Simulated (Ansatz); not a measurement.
# How fast states decay through Ca3CdTe2O2, part 3 of 3

Wanted: the relaxed cell of Ca3CdTe2O2, its band edges and its decay constants. It is built by putting Te for part of the O in the Ca3CdO4 structure of space group Cmmm, with the volume rescaled by atomic radii. The parent structure comes from the Materials Project.

Ansatz 0.2.0; PBE DFT, plane waves, PAW files (the session's first sound run).

So far, gap on path (eV): step 3 (the bulk crystal and its band edges) 0.944.

The structure was built from a prototype and need not be the compound's stable phase.

### 5. Complex bands, plane (010), k-mesh 6×4×4 (continued)

Level of this step: PBE DFT, plane waves, PAW files; complex bands by layer matching along the plane's normal (Ansatz).

K parallel (0, 0); values up to 1.5 1/Å, a degenerate pair printed once or twice; energies at which all values exceed this have no row. Table of Im kz of the slowest decaying states by energy, zero at the highest filled level on the SCF mesh:

| energy (eV) | decay 1 (Å⁻¹) | decay 2 (Å⁻¹) | decay 3 (Å⁻¹) | decay 4 (Å⁻¹) |
| --- | --- | --- | --- | --- |
| -1.00 | 0.121 | 0.247 | 0.459 | 0.609 |
| -0.86 | 0.201 | 0.234 | 0.306 | 0.353 |
| -0.72 | 0.0798 | 0.251 | 0.255 | 0.740 |
| -0.58 | 0.0946 | 0.205 | 0.231 | 0.282 |
| -0.44 | 0.0450 | 0.307 | 0.358 | 0.777 |
| -0.30 | 0.101 | 0.172 | 0.267 | 0.326 |
| -0.09 | 0.113 | 0.285 | 0.315 | 0.338 |
| -0.02 | 0.131 | 0.313 | 0.323 | 0.355 |
| 0.05 | 0.145 | 0.329 | 0.336 | 0.361 |
| 0.19 | 0.165 | 0.337 | 0.370 | 0.371 |
| 0.33 | 0.178 | 0.342 | 0.378 | 0.397 |
| 0.47 | 0.186 | 0.345 | 0.386 | 0.417 |
| 0.61 | 0.191 | 0.346 | 0.392 | 0.432 |
| 0.75 | 0.193 | 0.346 | 0.397 | 0.443 |
| 0.89 | 0.191 | 0.345 | 0.400 | 0.448 |
| 1.03 | 0.185 | 0.343 | 0.400 | 0.404 |
| 1.24 | 0.164 | 0.339 | 0.342 | 0.393 |
| 1.38 | 0.131 | 0.304 | 0.335 | 0.384 |
| 1.52 | 0.0220 | 0.270 | 0.331 | 0.371 |
| 1.66 | 0.243 | 0.326 | 0.355 | 0.455 |
| 1.80 | 0.223 | 0.320 | 0.336 | 0.450 |
| 1.94 | 0.205 | 0.314 | 0.315 | 0.408 |

K parallel (-0.5, 0); values up to 1.5 1/Å, a degenerate pair printed once or twice; energies at which all values exceed this have no row. Table of Im kz of the slowest decaying states by energy, zero at the highest filled level on the SCF mesh:

| energy (eV) | decay 1 (Å⁻¹) | decay 2 (Å⁻¹) | decay 3 (Å⁻¹) | decay 4 (Å⁻¹) |
| --- | --- | --- | --- | --- |
| -1.00 | 0.0292 | 0.177 | 0.494 | 0.516 |
| -0.86 | 0.0559 | 0.155 | 0.200 | 0.409 |
| -0.79 | 0.0759 | 0.0833 | 0.124 | 0.207 |
| -0.65 | 0.0341 | 0.222 | 0.240 | 0.333 |
| -0.51 | 0.102 | 0.207 | 0.247 | 0.273 |
| -0.44 | 0.144 | 0.252 | 0.292 | 0.301 |
| -0.30 | 0.194 | 0.262 | 0.319 | 0.385 |
| -0.16 | 0.227 | 0.271 | 0.338 | 0.385 |
| -0.09 | 0.240 | 0.275 | 0.345 | 0.383 |
| -0.02 | 0.251 | 0.278 | 0.351 | 0.382 |
| 0.05 | 0.262 | 0.281 | 0.355 | 0.381 |
| 0.19 | 0.279 | 0.287 | 0.362 | 0.378 |
| 0.26 | 0.287 | 0.289 | 0.364 | 0.376 |
| 0.40 | 0.293 | 0.304 | 0.365 | 0.374 |
| 0.54 | 0.296 | 0.332 | 0.364 | 0.371 |
| 0.68 | 0.271 | 0.298 | 0.361 | 0.367 |
| 0.75 | 0.225 | 0.299 | 0.359 | 0.366 |
| 0.89 | 0.120 | 0.300 | 0.352 | 0.362 |
| 1.03 | 0.301 | 0.343 | 0.358 | 0.369 |
| 1.10 | 0.301 | 0.338 | 0.356 | 0.361 |
| 1.24 | 0.300 | 0.326 | 0.340 | 0.351 |
| 1.38 | 0.159 | 0.299 | 0.312 | 0.313 |
| 1.45 | 0.226 | 0.299 | 0.299 | 0.304 |
| 1.59 | 0.274 | 0.286 | 0.297 | 0.304 |
| 1.73 | 0.250 | 0.264 | 0.294 | 0.307 |
| 1.80 | 0.236 | 0.252 | 0.292 | 0.296 |
| 1.94 | 0.200 | 0.224 | 0.272 | 0.289 |

K parallel (0, 0.4792); values up to 1.5 1/Å, a degenerate pair printed once or twice; energies at which all values exceed this have no row. Im kz of the slowest decaying states against energy, zero at the highest filled level on the SCF mesh:

| energy (eV) | decay 1 (Å⁻¹) | decay 2 (Å⁻¹) | decay 3 (Å⁻¹) | decay 4 (Å⁻¹) |
| --- | --- | --- | --- | --- |
| -1.00 | 0.234 | 0.630 | 0.632 | 0.688 |
| -0.86 | 0.0387 | 0.180 | 0.248 | 0.553 |
| -0.72 | 0.121 | 0.174 | 0.203 | 0.391 |
| -0.58 | 0.111 | 0.125 | 0.329 | 0.394 |
| -0.44 | 0.328 | 0.381 | 0.426 | 0.609 |
| -0.30 | 0.205 | 0.320 | 0.337 | 0.417 |
| -0.09 | 0.286 | 0.312 | 0.315 | 0.327 |
| -0.02 | 0.179 | 0.301 | 0.309 | 0.314 |
| 0.05 | 0.278 | 0.308 | 0.311 | 0.313 |
| 0.19 | 0.306 | 0.313 | 0.329 | 0.393 |
| 0.33 | 0.305 | 0.313 | 0.341 | 0.439 |
| 0.47 | 0.305 | 0.313 | 0.348 | 0.466 |
| 0.61 | 0.304 | 0.311 | 0.353 | 0.483 |
| 0.75 | 0.302 | 0.310 | 0.355 | 0.495 |
| 0.89 | 0.300 | 0.308 | 0.355 | 0.502 |
| 1.03 | 0.297 | 0.305 | 0.353 | 0.507 |
| 1.24 | 0.292 | 0.299 | 0.347 | 0.509 |
| 1.38 | 0.287 | 0.295 | 0.340 | 0.508 |
| 1.52 | 0.282 | 0.290 | 0.331 | 0.506 |
| 1.66 | 0.276 | 0.284 | 0.318 | 0.502 |
| 1.80 | 0.269 | 0.277 | 0.303 | 0.496 |
| 1.94 | 0.262 | 0.270 | 0.283 | 0.488 |

At the listed wavevectors the last open channel is at -0.30 eV and the next at +0.96 eV on the grid. At +0.47 eV, the grid energy nearest the filling level (the middle of the gap on the SCF mesh), the slowest state at the listed wavevectors decays with κ = 0.186 Å⁻¹, its amplitude falling by e over 5.4 Å; the first such run, plane (001), gave 0.139 Å⁻¹.

### 6. A repeat with changed settings

This step: PBE DFT, plane waves, PAW files; complex bands by layer matching along the plane's normal; changed: output.transmission.e_range = [1, -1], scf.max_iter = 75 (Ansatz 0.2.0).

This run repeats an earlier one, its twin (the complex run, plane (001)), with two settings changed (output.transmission.e_range, scf.max_iter; files written aside). The setting was drawn as a possible misstep, on purpose. Where the input is shown as a difference, that is against the step before, not the twin.

Contents of input.yaml:

```yaml
crystal:
  lattice:
    - [7.210000447, 0.0, 0.0]
    - [-2.650555893, 6.705121915, 0.0]
    - [0.0, 0.0, 4.070642666]
  atoms:
    - { symbol: Ca, position: [0.5, 0.5, 0.0] }
    - { symbol: Ca, position: [0.5, 0.0, 0.5] }
    - { symbol: Ca, position: [0.0, 0.5, 0.5] }
    - { symbol: Cd, position: [0.0, 0.0, 0.0] }
    - { symbol: O, position: [0.2923816178, 0.7076183822, 0.0] }
    - { symbol: Te, position: [0.2326922985, 0.2326922985, 0.5] }
    - { symbol: Te, position: [0.7673077015, 0.7673077015, 0.5] }
    - { symbol: O, position: [0.7076183822, 0.2923816178, 0.0] }
kpoints:
  mp_grid: { grid: [4, 4, 6] }
scf:
  occupations: { method: fixed }
  max_iter: 75
hamiltonian:
  xc: pbe
output:
  eigenvalues: true
  transmission:
    leads: [[0, 0]]
    kpoints: [[0.0, 0.0], [-0.5, -0.5]]
    e_range: [1, -1]
    de: 0.05
```

Run with:

```bash
$ ansatz run input.yaml --threads 2 --pin off --max-ram 4096MiB --backend cpu --events-out ev --progress --plain --runs-dir out
```

Numbers of over 12 decimals in the logs are rounded to 6 here.

The program printed:

```text
Error: invalid value for `output.transmission.e_range`: [1, -1] eV must be finite with min < max
```

The job ended after 0.06 s (2 threads of Arm Neoverse V2, shared host; peak memory 0.08 GiB).

The input was rejected at the start.

The program's message: “Error: invalid value for `output.transmission.e_range`: [1, -1] eV must be finite with min < max”

The change that led to it: output.transmission.e_range = [1, -1].

### 7. Results

```json
{
  "band gap": "0.944 eV",
  "least decay constant at mid-gap, normal to (001)": "0.139 Å⁻¹",
  "least decay constant at mid-gap, normal to (010)": "0.186 Å⁻¹"
}
```

In words: With PBE, the slowest decay at the wavevectors tried is κ = 0.139 Å⁻¹, normal to (001). Through such a film the transmission near mid-gap falls as exp(−2κd), a factor of ten every 8.3 Å. The decay depends on direction: 1.3 times faster normal to (010). A free electron under a barrier of half the gap would need a mass of 0.16 mₑ to decay at this rate. The compound is made up by substitution; its stability against other phases and against distortions of the cell's symmetry was not tested. A semilocal functional narrows gaps, while spin-orbit coupling, left out here, narrows them in compounds of heavy elements, so the error in κ can go either way.

[Logs are printed without paths, hosts, clocks, repeated set-up lines and the standing remarks that a program may print on its own settings, such as how far it seeks lower states.]

[Hosts, paths, dates, database ids (printed as entryN), source tags and the programs' standing remarks are cut or masked in the printed files.]
